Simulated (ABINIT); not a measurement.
## Beyond one shot: SiC (Moissanite)

Aim: iterate the self-energy on SiC (Moissanite) and follow the gap from cycle to cycle.

Program: ABINIT 10.8.3. Level of theory: PBE and many-body steps on it, plane waves. Results are calculated unless marked as measured.

**Experimental background.**

- Gap 3.33 eV: band gap at cryogenic temperature; bulk crystal (literature value) (quoted in “Silicon carbide diodes for neutron detection”, 2020, arxiv:2009.14696).

Report form: the programs' logs are mostly left out.

### Step 1. The structure

Symmetry: P6_3mc, No. 186, hexagonal system. The conventional cell has a = 3.076 Å, b = 3.076 Å, c = 5.048 Å, α = 90.00°, β = 90.00°, γ = 120.00°. Nearest to Si lie 4 C at 1.87 to 1.94 Å. C has 4 Si at 1.87 to 1.94 Å nearest. Farther neighbours are not listed.

The cell and positions come from the Crystallography Open Database and are kept as given unless a step says otherwise.

### Step 2. Empty states on the mesh, 6×6×4 mesh, 167 bands

This step: ABINIT 10.8.3; DFT, PBE, plane waves, norm-conserving pseudopotentials.

The sums over transitions need many empty states on a uniform mesh; this step solves for them.

File run.abi:

```
acell 3*1.0 Angstrom
rprim 
  3.075999999976 0.000000000005 0.000000000000
  -1.537999999993 2.663894142018 0.000000000000
  0.000000000000 0.000000000000 5.048000000000
ntypat 2
znucl 14 6
natom 4
typat 1 1 2 2
xred 
  0.333333333333 0.666666666667 0.000000000000
  0.666666666667 0.333333333333 0.500000000000
  0.333333333333 0.666666666667 0.385000000000
  0.666666666667 0.333333333333 0.885000000000
pp_dirpath "pseudos"
pseudos "Si.upf, C.upf"
ecut 37
ngkpt 6 6 4
nshiftk 1
shiftk 0 0 0
kptopt 1
chksymbreak 0
irdden 1
istwfk *1
nband 167
prtvol 0
optdriver 6
gwr_task "HDIAGO"
paral_kgb 0
occopt 1
indata_prefix "in"
outdata_prefix "out"
tmpdata_prefix "tmp"
```

Run with:

```sh
$ OMP_NUM_THREADS=1 mpirun -n 8 abinit run.abi > log
```

Wall time 34 s (8 MPI ranks of Intel Xeon 6975P-C (Granite Rapids), shared host); peak memory 4.4 GiB; 4.5 min of CPU time.

This step gave:

* gap: 2.329 eV
* k of the valence top: 0, 0, 0
* k of the conduction bottom: 0.3333, 0.3333, 0
* least direct gap: 4.083 eV
* k points computed: 21
* lowest point of the top converged band, above the valence top: 121.0657 eV

On this mesh the gap is 2.329 eV.

The density comes from a self-consistent run that is not shown.

### Step 3. Screening, 6×6×4 mesh, 159 bands, screening to 195.9 eV

The RPA dielectric matrix is built and inverted for each q.

This step: RPA screening on PBE, plane waves, norm-conserving pseudopotentials.

Edit run.abi of step 2 so:

```diff
@@ -22,10 +22,11 @@
 chksymbreak 0
-irdden 1
 istwfk *1
-nband 167
-prtvol 0
-optdriver 6
-gwr_task "HDIAGO"
-paral_kgb 0
 occopt 1
+irdwfk 1
+optdriver 3
+nband 159
+ecuteps 7.2
+inclvkb 2
+awtr 1
+symchi 1
 indata_prefix "in"
```

Run time: 63 s. Hardware: 8 MPI ranks; peak memory 2.1 GiB; 8.3 min of CPU time.

Numbers from this step:

```
ε∞ with local fields, on this mesh, along the program's q direction : 6.843
the same without local fields                                       : 7.494
plasma frequency                                                    : 23.09 eV
plane waves in the screening matrix                                 : 251
```

Local fields lower ε∞ by 9 %.

### Step 4. G0W0

The self-energy is evaluated for the states that the input lists, and the levels follow from it, in one-shot runs by the linearised quasiparticle equation.

This step: G0W0 on PBE, plane waves, norm-conserving pseudopotentials.

Edit run.abi of step 3 so:

```diff
@@ -25,8 +25,19 @@
 irdwfk 1
-optdriver 3
+optdriver 4
 nband 159
+gwcalctyp 0
+ecutsigx 37
+symsigma 1
+nkptgw 3
+kptgw 
+  0.0000000000 0.0000000000 0.0000000000
+  0.3333333333 0.3333333333 0.0000000000
+  0.5000000000 0.0000000000 0.0000000000
+bdgw 
+  6 10
+  7 10
+  7 10
 ecuteps 7.2
-inclvkb 2
-awtr 1
-symchi 1
+irdscr 1
+ppmodel 1
 indata_prefix "in"
```

Run time: 18 s. Hardware: 8 MPI ranks; peak memory 2.3 GiB; 2.3 min of CPU time.

This step gave:

```yaml
g0w0_gap_on_the_points_computed: 2.993 eV
starting_gap_on_the_mesh: 2.329 eV
k_of_the_valence_top: 0, 0, 0
k_of_the_conduction_bottom: 0.3333, 0.3333, 0
z_at_the_valence_top: 0.793
z_at_the_conduction_bottom: 0.825
least_direct_g0w0_gap_on_the_computed_points: 4.996 eV
```

The gap on the mesh goes from 2.33 eV to 2.99 eV, a correction of +0.66 eV.

### Step 5. evGW0, cycle 1

This step: evGW0 on PBE, plane waves, norm-conserving pseudopotentials.

Edit run.abi of step 4 so:

```diff
@@ -27,14 +27,50 @@
 nband 159
-gwcalctyp 0
+gwcalctyp 10
 ecutsigx 37
 symsigma 1
-nkptgw 3
+nkptgw 21
 kptgw 
   0.0000000000 0.0000000000 0.0000000000
+  0.1666666667 0.0000000000 0.0000000000
+  0.3333333333 0.0000000000 0.0000000000
+  0.5000000000 0.0000000000 0.0000000000
+  0.1666666667 0.1666666667 0.0000000000
+  0.3333333333 0.1666666667 0.0000000000
   0.3333333333 0.3333333333 0.0000000000
-  0.5000000000 0.0000000000 0.0000000000
+  0.0000000000 0.0000000000 0.2500000000
+  0.1666666667 0.0000000000 0.2500000000
+  0.3333333333 0.0000000000 0.2500000000
+  0.5000000000 0.0000000000 0.2500000000
+  0.1666666667 0.1666666667 0.2500000000
+  0.3333333333 0.1666666667 0.2500000000
+  0.3333333333 0.3333333333 0.2500000000
+  0.0000000000 0.0000000000 0.5000000000
+  0.1666666667 0.0000000000 0.5000000000
+  0.3333333333 0.0000000000 0.5000000000
+  0.5000000000 0.0000000000 0.5000000000
+  0.1666666667 0.1666666667 0.5000000000
+  0.3333333333 0.1666666667 0.5000000000
+  0.3333333333 0.3333333333 0.5000000000
 bdgw 
-  6 10
-  7 10
-  7 10
+  1 22
+  1 22
+  1 22
+  1 22
+  1 22
+  1 22
+  1 22
+  1 22
+  1 22
+  1 22
+  1 22
+  1 22
+  1 22
+  1 22
+  1 22
+  1 22
+  1 22
+  1 22
+  1 22
+  1 22
+  1 22
 ecuteps 7.2
```

Run time: 20 min. Hardware: 8 MPI ranks; peak memory 4.8 GiB.

This step gave:

* quasiparticle gap on the mesh: 3.156 eV
* gap of the density functional on the mesh: 2.329 eV
* k of the valence top: 0, 0, 0
* k of the conduction bottom: 0.3333, 0.3333, 0
* Z at the valence top: 0.793
* Z at the conduction bottom: 0.825
* least direct quasiparticle gap on the computed points: 5.228 eV

Against G0W0 in ABINIT (6×6×4 mesh, 159 bands, screening to 195.9 eV, Godby-Needs plasmon pole), the gap moves by +0.163 eV. This first cycle still uses the starting levels; it takes the full correction, at all points of the mesh, and its linearised value is 2.993 eV.

### Step 6. evGW0, cycle 2

The corrected levels of the last cycle go back in.

Edit run.abi of step 5 so:

```diff
@@ -78,2 +78,3 @@
 ppmodel 1
+irdqps 1
 indata_prefix "in"
```

The job ended after 22 min (8 MPI ranks; peak memory 4.7 GiB; 2.9 h of CPU time).

Numbers from this step:

```yaml
quasiparticle_gap_on_the_mesh: 3.114 eV
gap_of_the_density_functional_on_the_mesh: 2.329 eV
k_of_the_valence_top: 0, 0, 0
k_of_the_conduction_bottom: 0.3333, 0.3333, 0
least_direct_quasiparticle_gap_on_the_computed_points: 5.147 eV
```

Against the cycle before, the gap moves by −0.042 eV.

### Step 7. The runs together

Times are wall times on 8 MPI ranks of Intel Xeon 6975P-C (Granite Rapids), shared host, good to a factor of about two. A run's time includes the screening step that it read.

| run | mesh | bands | screening cutoff (eV) | DFT gap (eV) | gap on the mesh (eV) | direct (eV) | ε∞ used | time |
| --- | --- | --- | --- | --- | --- | --- | --- | --- |
| G0W0 | 6×6×4 | 159 | 195.9 | 2.329 | 2.993 | 4.996 | 6.84 | 80 s |
| evGW0, cycle 1 | 6×6×4 | 159 | 195.9 | 2.329 | 3.156 | 5.228 | 6.84 | 21 min |
| evGW0, cycle 2 | 6×6×4 | 159 | 195.9 | 2.329 | 3.114 | 5.147 | 6.84 | 23 min |

### Step 8. Summary of results

```yaml
g0w0: 2.993 eV
evgw0_cycle_1: 3.156 eV
evgw0_cycle_2: 3.114 eV
known_limits: not at the basis limit
```

What this shows: Only the bands that the input lists are updated; the others, empty or deep, keep the functional's energies or take a rigid shift. evGW0 ends at 3.11 eV, +0.12 eV from G0W0, after 2 cycles that took 41 min beside the first screening; the last moved the gap by 0.042 eV, so the loop had not settled. The first cycle of evGW0 takes the full correction, without the factor Z, so it overshoots the one-shot value. Against experiment, by evGW0, cycle 2: the gap of 3.11 eV lies −0.22 eV from the measured 3.33 eV (kind not stated, quoted 2020). These are gaps on the mesh, at modest bands and cutoff. The calculation has static nuclei and no excitons; a measured gap holds zero-point and thermal motion, which mostly lowers it. Bands and cutoff are finite, so the gap is not at the basis limit. The miss can reach some tenths of an eV and take either sign; the mesh is an error of its own.

[Paths, hosts, dates, memory and timing lines, banners, echoed tables and standing remarks are left out of the program output.]

[Logs are printed without paths, hosts, clocks, repeated set-up lines and the standing remarks that a program may print on its own settings, such as how far it seeks lower states.]

[Runs of the session that timed out or met a known fault of the program may be left out.]

[Hosts, paths, dates, database ids (printed as entryN), source tags and the programs' standing remarks are cut or masked in the printed files.]

[G0W0 gaps are taken among the corrected bands and points alone; a level outside them can change the order at an edge.]

[Where Ansatz stands beside ABINIT at settings called matched, ABINIT's density can come from a denser mesh and the files from another edition; pairs whose starting gaps differed by over 0.03 eV were left out, so agreement reads better than it is.]
